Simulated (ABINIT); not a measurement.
# Ba2MgH6 (P-3m1): one start, several treatments of the self-energy

How much does the gap of Ba2MgH6 (P-3m1) depend on the approximation to the self-energy?

Calculated with ABINIT 10.8.3; LDA and many-body steps on it, plane waves.

### 1. Set-up

The structure is trigonal, space group P-3m1 (No. 164). Conventional cell: a = 5.718 Å, b = 5.718 Å, c = 4.538 Å, α = 90.00°, β = 90.00°, γ = 120.00°. Ba has 12 H at 2.75 to 2.87 Å nearest. Nearest to Mg lie 6 H at 1.97 Å. Nearest to H lie 1 Mg at 1.97 Å and 4 H at 2.65 to 2.80 Å and 4 Ba at 2.75 to 2.87 Å. Farther neighbours are not listed.

Structure file:

```cif
data_structure
_symmetry_space_group_name_H-M 'P-3m1'
_symmetry_Int_Tables_number 164
_cell_length_a 5.7178
_cell_length_b 5.7178
_cell_length_c 4.5383
_cell_angle_alpha 90.000
_cell_angle_beta 90.000
_cell_angle_gamma 120.000
_cell_volume 128.49
loop_
_atom_site_label
_atom_site_type_symbol
_atom_site_symmetry_multiplicity
_atom_site_Wyckoff_symbol
_atom_site_fract_x
_atom_site_fract_y
_atom_site_fract_z
_atom_site_occupancy
Ba1 Ba 2 d 0.66667 0.33333 0.26704 1
Mg1 Mg 1 a 0.00000 0.00000 0.00000 1
H1 H 6 i 0.82963 0.65927 0.77533 1
```

The cell and positions are those that the Materials Project relaxed with its own functionals (PBE, PBE+U or r2SCAN), kept fixed. Spin-orbit coupling is left out unless a step names it.

### 2. Empty states on the mesh, 3×3×2 mesh, 125 bands

This step: ABINIT 10.8.3; DFT, LDA, plane waves, norm-conserving pseudopotentials.

The sums over transitions need many empty states on a uniform mesh; this step solves for them.

run.abi

```
acell 3*1.0 Angstrom
rprim 
  5.717818886904 0.000000000024 0.000000000000
  -2.858909443473 4.951776410285 0.000000000000
  0.000000000000 0.000000000000 4.538310090000
ntypat 3
znucl 56 12 1
natom 9
typat 1 1 2 3 3 3 3 3 3
xred 
  0.666666666667 0.333333333333 0.267038260000
  0.333333333333 0.666666666667 0.732961740000
  0.000000000000 0.000000000000 0.000000000000
  0.829634400000 0.659268800000 0.775326710000
  0.829634400000 0.170365600000 0.775326710000
  0.340731200000 0.170365600000 0.775326710000
  0.170365600000 0.340731200000 0.224673290000
  0.170365600000 0.829634400000 0.224673290000
  0.659268800000 0.829634400000 0.224673290000
pp_dirpath "pseudos"
pseudos "Ba.upf, Mg.upf, H.upf"
ecut 38
ngkpt 3 3 2
nshiftk 1
shiftk 0 0 0
kptopt 1
chksymbreak 0
iscf -2
irdden 1
istwfk *1
nband 125
nbdbuf 10
tolwfr 1e-09
nstep 60
prtvol 0
indata_prefix "in"
outdata_prefix "out"
tmpdata_prefix "tmp"
```

On the command line:

```bash
OMP_NUM_THREADS=1 mpirun -n 4 abinit run.abi > log
```

Numbers of over 12 decimals in the logs are rounded to 6 here.

Output:

```text
.Version 10.8.3 of ABINIT. v10.8.2 released Aug 2026.

 Symmetries : space group P-3 m 1 (#164); Bravais hP (primitive hexag.)
[... echo of the input left out ...]
== DATASET  1 ==================================================================
-   mpi_nproc: 4, omp_nthreads: 1 (-1 if OMP is not activated)

--- !DatasetInfo
iteration_state: {dtset: 1, }
dimensions: {natom: 9, nkpt: 6, mband: 125, nsppol: 1, nspinor: 1, nspden: 1, mpw: 9726, }
cutoff_energies: {ecut:  38.0, pawecutdg:  -1.0, }
[...]
1.53629    1.54894    1.56355    1.57697    1.59641    1.59641    1.60767    1.61544
   1.61544    1.62750    1.62750    1.63423    1.65284    1.65284    1.66052    1.67482
   1.68025    1.68026    1.68514    1.68516    1.68799
 prteigrs : prtvol=0 or 1, do not print more k-points.

== END DATASET(S) ==============================================================
================================================================================

 -outvars: echo values of variables after computation  --------
            nband         125
             nkpt           6
          spgroup         164
 [... the other variables as echoed above ...]

 Calculation completed.
```

Elapsed: 78 s, on 4 MPI ranks of Arm Neoverse V1, shared host; peak memory 0.45 GiB; 5.2 min of CPU time.

Numbers from this step:

| Property | Result |
| --- | --- |
| gap | 2.607 eV |
| k of the valence top | 0.3333, 0, 0 |
| k of the conduction bottom | 0, 0, 0 |
| least direct gap | 2.729 eV |
| k points computed | 6 |
| lowest point of the top converged band, above the valence top | 40.98 eV |

On this mesh the gap is 2.607 eV.

The density comes from a self-consistent run that is not shown.

### 3. Screening, 3×3×2 mesh, 115 bands, screening to 122.5 eV

The RPA dielectric matrix is built and inverted for each q.

This step: RPA screening on LDA, plane waves, norm-conserving pseudopotentials.

Changes to run.abi since step 2:

```diff
@@ -27,10 +27,11 @@
 chksymbreak 0
-iscf -2
-irdden 1
 istwfk *1
-nband 125
-nbdbuf 10
-tolwfr 1e-09
-nstep 60
-prtvol 0
+occopt 1
+irdwfk 1
+optdriver 3
+nband 115
+ecuteps 4.5
+inclvkb 2
+awtr 1
+symchi 1
 indata_prefix "in"
```

Output:

```text
.Version 10.8.3 of ABINIT. v10.8.2 released Aug 2026.

 Symmetries : space group P-3 m 1 (#164); Bravais hP (primitive hexag.)
[... echo of the input left out ...]
== DATASET  1 ==================================================================
-   mpi_nproc: 4, omp_nthreads: 1 (-1 if OMP is not activated)

--- !DatasetInfo
iteration_state: {dtset: 1, }
dimensions: {natom: 9, nkpt: 6, mband: 115, nsppol: 1, nspinor: 1, nspden: 1, mpw: 9726, }
cutoff_energies: {ecut:  38.0, pawecutdg:  -1.0, }
electrons: {nelect:   3.60000000E+01, charge:   0.00000000E+00, occopt:   1.00000000E+00, tsmear:   1.00000000E-02, }

 SCREENING: Calculation of the susceptibility and dielectric matrices

 Based on a program developped by R.W. Godby, V. Olevano, G. Onida, and L. Reining.
 Incorporated in ABINIT by V. Olevano, G.-M. Rignanese, and M. Torrent.
.Using double precision arithmetic ; gwpc =  8

[... cell and pseudopotentials left out ...]
--------------------------------------------------------------------------------

 ==== K-mesh for the wavefunctions ====
 Number of points in the irreducible wedge :     6
[... list of points left out ...]
 Together with 12 symmetry operations and time-reversal symmetry
 yields    18 points in the full Brillouin Zone.

 ==== Q-mesh for the screening function ====
 Number of points in the irreducible wedge :     6
[... list of points left out ...]
 Together with 12 symmetry operations and time-reversal symmetry
 yields    18 points in the full Brillouin Zone.

 setmesh: FFT mesh size selected  =    36x   36x   32
          total number of points  =        41472

 vcoul_init : cutoff-mode = AUXILIARY_FUNCTION
 q-points for optical limit:   1
     1)      0.000010    0.000020    0.000030

- screening: taking advantage of time-reversal symmetry
- Maximum band index for partially occupied states nbvw = 18
- Remaining bands to be divided among processors   nbcw = 97
- Number of bands treated by each node ~24

 Number of electrons calculated from density =   36.0000; Expected =   36.0000
 average of density, n =  0.041516
 r_s =    1.7916
 omega_plasma =   19.6547 [eV]

 calculating chi0 at frequencies [eV] :
  1    0.000000E+00    0.000000E+00
  2    0.000000E+00    1.965467E+01

--------------------------------------------------------------------------------
  q-point number  1        q = ( 0.000000, 0.000000, 0.000000) [r.l.u.]
--------------------------------------------------------------------------------
[... chi0 elements left out ...]
 For q-point:  0.000010 0.000020 0.000030
  dielectric constant =   6.1205
  dielectric constant without local fields =   6.8364

  Average fulfillment of the sum rule on Im[epsilon] for q-point    1 :     67.43  [%]
[... wings left out ...]
  q-point number  2        q = ( 0.333333, 0.000000, 0.000000) [r.l.u.]
--------------------------------------------------------------------------------
[... chi0 elements left out ...]
  Average fulfillment of the sum rule on Im[epsilon] for q-point    2 :     75.58  [%]

 [... 4 further q-points ...]
```

Run time: 43 s. Hardware: 4 MPI ranks; peak memory 1.4 GiB; 2.8 min of CPU time.

Numbers from this step:

| Item | Value |
| --- | --- |
| ε∞ with local fields, on this mesh, along the program's q direction | 6.120 |
| the same without local fields | 6.836 |
| plasma frequency | 19.65 eV |
| plane waves in the screening matrix | 381 |

Local fields lower ε∞ by 10 %. On a Γ-centred mesh this coarse the value itself is usually too large, while a short band sum pulls it down.

### 4. G0W0, Godby-Needs plasmon pole

The self-energy is evaluated for the states that the input lists, and the levels follow from it, in one-shot runs by the linearised quasiparticle equation.

This step: G0W0 on LDA, plane waves, norm-conserving pseudopotentials.

Changes to run.abi since step 3:

```diff
@@ -30,8 +30,17 @@
 irdwfk 1
-optdriver 3
+optdriver 4
 nband 115
+gwcalctyp 0
+ecutsigx 38
+symsigma 1
+nkptgw 2
+kptgw 
+  0.3333333333 0.0000000000 0.0000000000
+  0.0000000000 0.0000000000 0.0000000000
+bdgw 
+  17 20
+  17 21
 ecuteps 4.5
-inclvkb 2
-awtr 1
-symchi 1
+irdscr 1
+ppmodel 1
 indata_prefix "in"
```

Output:

```text
.Version 10.8.3 of ABINIT. v10.8.2 released Aug 2026.

 Symmetries : space group P-3 m 1 (#164); Bravais hP (primitive hexag.)
[... echo of the input left out ...]
== DATASET  1 ==================================================================
-   mpi_nproc: 4, omp_nthreads: 1 (-1 if OMP is not activated)

--- !DatasetInfo
iteration_state: {dtset: 1, }
dimensions: {natom: 9, nkpt: 6, mband: 115, nsppol: 1, nspinor: 1, nspden: 1, mpw: 9726, }
cutoff_energies: {ecut:  38.0, pawecutdg:  -1.0, }
electrons: {nelect:   3.60000000E+01, charge:   0.00000000E+00, occopt:   1.00000000E+00, tsmear:   1.00000000E-02, }

 SIGMA: Calculation of the GW corrections

 Based on a program developped by R.W. Godby, V. Olevano, G. Onida, and L. Reining.
 Incorporated in ABINIT by V. Olevano, G.-M. Rignanese, and M. Torrent.
.Using double precision arithmetic ; gwpc =  8

[... cell and pseudopotentials left out ...]
--------------------------------------------------------------------------------

 ==== K-mesh for the wavefunctions ====
 Number of points in the irreducible wedge :     6
[... list of points left out ...]
 Together with 12 symmetry operations and time-reversal symmetry
 yields    18 points in the full Brillouin Zone.

 ==== Q-mesh for screening function ====
 Number of points in the irreducible wedge :     6
[... list of points left out ...]
 Together with 12 symmetry operations and time-reversal symmetry
 yields    18 points in the full Brillouin Zone.

 vcoul_init : cutoff-mode = AUXILIARY_FUNCTION
 q-points for optical limit:   1
     1)      0.000010    0.000020    0.000030
 setmesh: FFT mesh size selected  =    54x   54x   48
          total number of points  =       139968

 Number of electrons calculated from density =   36.0000; Expected =   36.0000
 average of density, n =  0.041516
 r_s =    1.7916
 omega_plasma =   19.6547 [eV]

 === KS Band Gaps ===
  >>>> For spin  1
   Minimum direct gap =   2.7286 [eV], located at k-point      :   0.0000  0.0000  0.0000
   Fundamental gap    =   2.6073 [eV], Top of valence bands at :   0.3333  0.0000  0.0000
                                       Bottom of conduction at :   0.0000  0.0000  0.0000
 SIGMA fundamental parameters:
 PLASMON POLE MODEL  1
 number of plane-waves for SigmaX                 9653
 number of plane-waves for SigmaC and W            381
 number of plane-waves for wavefunctions          9653
 number of bands                                   115
 number of independent spin polarizations            1
 number of spinorial components                      1
 number of k-points in IBZ                           6
 number of q-points in IBZ                           6
 number of symmetry operations                      12
 number of k-points in BZ                           18
 number of q-points in BZ                           18
 number of frequencies for dSigma/dE                 9
 frequency step for dSigma/dE [eV]                0.25
 number of omega for Sigma on real axis              0
 max omega for Sigma on real axis  [eV]           0.00
 zcut for avoiding poles [eV]                     0.10

 EPSILON^-1 parameters (SCR file):
 dimension of the eps^-1 matrix on file            381
 dimension of the eps^-1 matrix used               381
 number of plane-waves for wavefunctions          9653
 number of bands                                   115
 number of q-points in IBZ                           6
 number of frequencies                               2
 number of real frequencies                          1
 number of imag frequencies                          1

 matrix elements of self-energy operator (all in [eV])

 Perturbative Calculation

--- !SelfEnergy_ee
iteration_state: {dtset: 1, }
kpoint     : [   0.333,    0.000,    0.000, ]
spin       : 1
KS_gap     :    3.236
QP_gap     :    4.922
Delta_QP_KS:    1.687
data: !SigmaeeData |
     Band     E0 <VxcDFT>   SigX SigC(E0)      Z dSigC/dE  Sig(E)    E-E0       E
       17   2.791 -10.749 -13.691   2.051   0.779  -0.283 -11.444  -0.695   2.096
       18   3.309 -10.983 -13.836   1.957   0.782  -0.279 -11.683  -0.700   2.609
       19   6.545  -9.314  -4.491  -3.615   0.817  -0.225  -8.328   0.986   7.531
       20   6.673  -9.659  -4.626  -3.744   0.814  -0.229  -8.610   1.049   7.723

--- !SelfEnergy_ee
iteration_state: {dtset: 1, }
kpoint     : [   0.000,    0.000,    0.000, ]
spin       : 1
KS_gap     :    2.729
QP_gap     :    4.308
Delta_QP_KS:    1.579
data: !SigmaeeData |
     Band     E0 <VxcDFT>   SigX SigC(E0)      Z dSigC/dE  Sig(E)    E-E0       E
       17   3.188 -10.948 -13.800   1.979   0.782  -0.278 -11.631  -0.683   2.505
       18   3.188 -10.948 -13.800   1.979   0.782  -0.278 -11.631  -0.683   2.505
       19   5.916  -9.024  -4.632  -3.301   0.821  -0.218  -8.128   0.896   6.812
       20   7.049  -9.780  -4.575  -3.860   0.812  -0.231  -8.688   1.092   8.141
       21   7.049  -9.780  -4.575  -3.860   0.812  -0.231  -8.688   1.092   8.141

== END DATASET(S) ==============================================================
================================================================================

 -outvars: echo values of variables after computation  --------
           etotal      0.0000000000E+00
            nband         115
             nkpt           6
          spgroup         164
 [... the other variables as echoed above ...]

 Calculation completed.
```

The job ended after 20 s (4 MPI ranks; peak memory 1.1 GiB).

Numbers from this step:

* G0W0 gap on the points computed: 4.203 eV
* starting gap on the mesh: 2.607 eV
* k of the valence top: 0.3333, 0, 0
* k of the conduction bottom: 0, 0, 0
* Z at the valence top: 0.782
* Z at the conduction bottom: 0.821
* least direct G0W0 gap on the computed points: 4.307 eV

The gap on the mesh goes from 2.61 eV to 4.20 eV, a correction of +1.60 eV.

### 5. G0W0, Hybertsen-Louie plasmon pole

Changes to run.abi since step 4:

```diff
@@ -44,3 +44,3 @@
 irdscr 1
-ppmodel 1
+ppmodel 2
 indata_prefix "in"
```

Output:

```text
.Version 10.8.3 of ABINIT. v10.8.2 released Aug 2026.

 Symmetries : space group P-3 m 1 (#164); Bravais hP (primitive hexag.)
[... echo of the input left out ...]
== DATASET  1 ==================================================================
-   mpi_nproc: 4, omp_nthreads: 1 (-1 if OMP is not activated)

--- !DatasetInfo
iteration_state: {dtset: 1, }
dimensions: {natom: 9, nkpt: 6, mband: 115, nsppol: 1, nspinor: 1, nspden: 1, mpw: 9726, }
cutoff_energies: {ecut:  38.0, pawecutdg:  -1.0, }
electrons: {nelect:   3.60000000E+01, charge:   0.00000000E+00, occopt:   1.00000000E+00, tsmear:   1.00000000E-02, }

 SIGMA: Calculation of the GW corrections

 Based on a program developped by R.W. Godby, V. Olevano, G. Onida, and L. Reining.
 Incorporated in ABINIT by V. Olevano, G.-M. Rignanese, and M. Torrent.
.Using double precision arithmetic ; gwpc =  8

[... cell and pseudopotentials left out ...]
--------------------------------------------------------------------------------

 ==== K-mesh for the wavefunctions ====
 Number of points in the irreducible wedge :     6
[... list of points left out ...]
 Together with 12 symmetry operations and time-reversal symmetry
 yields    18 points in the full Brillouin Zone.

 ==== Q-mesh for screening function ====
 Number of points in the irreducible wedge :     6
[... list of points left out ...]
 Together with 12 symmetry operations and time-reversal symmetry
 yields    18 points in the full Brillouin Zone.

 vcoul_init : cutoff-mode = AUXILIARY_FUNCTION
 q-points for optical limit:   1
     1)      0.000010    0.000020    0.000030
 setmesh: FFT mesh size selected  =    54x   54x   48
          total number of points  =       139968

 Number of electrons calculated from density =   36.0000; Expected =   36.0000
[...]
number of omega for Sigma on real axis              0
 max omega for Sigma on real axis  [eV]           0.00
 zcut for avoiding poles [eV]                     0.10

 EPSILON^-1 parameters (SCR file):
 dimension of the eps^-1 matrix on file            381
 dimension of the eps^-1 matrix used               381
 number of plane-waves for wavefunctions          9653
 number of bands                                   115
 number of q-points in IBZ                           6
 number of frequencies                               2
 number of real frequencies                          1
 number of imag frequencies                          1

 matrix elements of self-energy operator (all in [eV])

 Perturbative Calculation

--- !SelfEnergy_ee
iteration_state: {dtset: 1, }
kpoint     : [   0.333,    0.000,    0.000, ]
spin       : 1
KS_gap     :    3.236
QP_gap     :    4.879
Delta_QP_KS:    1.643
data: !SigmaeeData |
     Band     E0 <VxcDFT>   SigX SigC(E0)      Z dSigC/dE  Sig(E)    E-E0       E
       17   2.791 -10.749 -13.691   1.887   0.824  -0.214 -11.618  -0.870   1.921
       18   3.309 -10.983 -13.836   1.836   0.829  -0.206 -11.826  -0.842   2.467
       19   6.545  -9.314  -4.491  -3.885   0.854  -0.172  -8.513   0.801   7.345
[...]
--- !SelfEnergy_ee
iteration_state: {dtset: 1, }
kpoint     : [   0.000,    0.000,    0.000, ]
spin       : 1
KS_gap     :    2.729
QP_gap     :    4.159
Delta_QP_KS:    1.431
data: !SigmaeeData |
     Band     E0 <VxcDFT>   SigX SigC(E0)      Z dSigC/dE  Sig(E)    E-E0       E
[...]
20   7.049  -9.780  -4.575  -4.080   0.852  -0.174  -8.822   0.958   8.007
       21   7.049  -9.780  -4.575  -4.080   0.852  -0.174  -8.822   0.958   8.007

== END DATASET(S) ==============================================================
================================================================================

 -outvars: echo values of variables after computation  --------
           etotal      0.0000000000E+00
            nband         115
             nkpt           6
          spgroup         164
 [... the other variables as echoed above ...]

 Calculation completed.
```

Run time: 19 s. Hardware: 4 MPI ranks; peak memory 1.1 GiB.

This step gave:

| Quantity | Value |
| --- | --- |
| G0W0 gap on the points computed | 4.044 eV |
| starting gap on the mesh | 2.607 eV |
| k of the valence top | 0.3333, 0, 0 |
| k of the conduction bottom | 0, 0, 0 |
| Z at the valence top | 0.829 |
| Z at the conduction bottom | 0.85 |
| least direct G0W0 gap on the computed points | 4.16 eV |

Against G0W0 in ABINIT (3×3×2 mesh, 115 bands, screening to 122.5 eV, Godby-Needs plasmon pole), the gap moves by −0.159 eV.

### 6. G0W0, von der Linden-Horsch plasmon pole

Changes to run.abi since step 5:

```diff
@@ -44,3 +44,3 @@
 irdscr 1
-ppmodel 2
+ppmodel 3
 indata_prefix "in"
```

Output:

```text
.Version 10.8.3 of ABINIT. v10.8.2 released Aug 2026.

 Symmetries : space group P-3 m 1 (#164); Bravais hP (primitive hexag.)
[... echo of the input left out ...]
== DATASET  1 ==================================================================
-   mpi_nproc: 4, omp_nthreads: 1 (-1 if OMP is not activated)

--- !DatasetInfo
iteration_state: {dtset: 1, }
dimensions: {natom: 9, nkpt: 6, mband: 115, nsppol: 1, nspinor: 1, nspden: 1, mpw: 9726, }
cutoff_energies: {ecut:  38.0, pawecutdg:  -1.0, }
[...]
Band     E0 <VxcDFT>   SigX SigC(E0)      Z dSigC/dE  Sig(E)    E-E0       E
[...]
20   7.049  -9.780  -4.575  -4.072   0.851  -0.175  -8.816   0.964   8.013
       21   7.049  -9.780  -4.575  -4.072   0.851  -0.175  -8.816   0.964   8.013

== END DATASET(S) ==============================================================
================================================================================

 -outvars: echo values of variables after computation  --------
           etotal      0.0000000000E+00
            nband         115
             nkpt           6
          spgroup         164
 [... the other variables as echoed above ...]

 Calculation completed.
```

The job ended after 10 s (4 MPI ranks; peak memory 1.1 GiB).

Numbers from this step:

```yaml
g0w0_gap_on_the_points_computed: 4.25 eV
starting_gap_on_the_mesh: 2.607 eV
k_of_the_valence_top: 0.3333, 0, 0
k_of_the_conduction_bottom: 0, 0, 0
least_direct_g0w0_gap_on_the_computed_points: 4.355 eV
```

Against G0W0 in ABINIT (3×3×2 mesh, 115 bands, screening to 122.5 eV, Godby-Needs plasmon pole), the gap moves by +0.047 eV.

(Continued in part 2 of 2.)

[Paths, hosts, dates, memory and timing lines, banners, echoed tables and standing remarks are left out of the program output.]

[Logs are printed without paths, hosts, clocks, repeated set-up lines and the standing remarks that a program may print on its own settings, such as how far it seeks lower states.]

[Runs of the session that timed out or met a known fault of the program may be left out.]

[Hosts, paths, dates, database ids (printed as entryN), source tags and the programs' standing remarks are cut or masked in the printed files.]

[G0W0 gaps are taken among the corrected bands and points alone; a level outside them can change the order at an edge.]

[Where Ansatz stands beside ABINIT at settings called matched, ABINIT's density can come from a denser mesh and the files from another edition; pairs whose starting gaps differed by over 0.03 eV were left out, so agreement reads better than it is.]
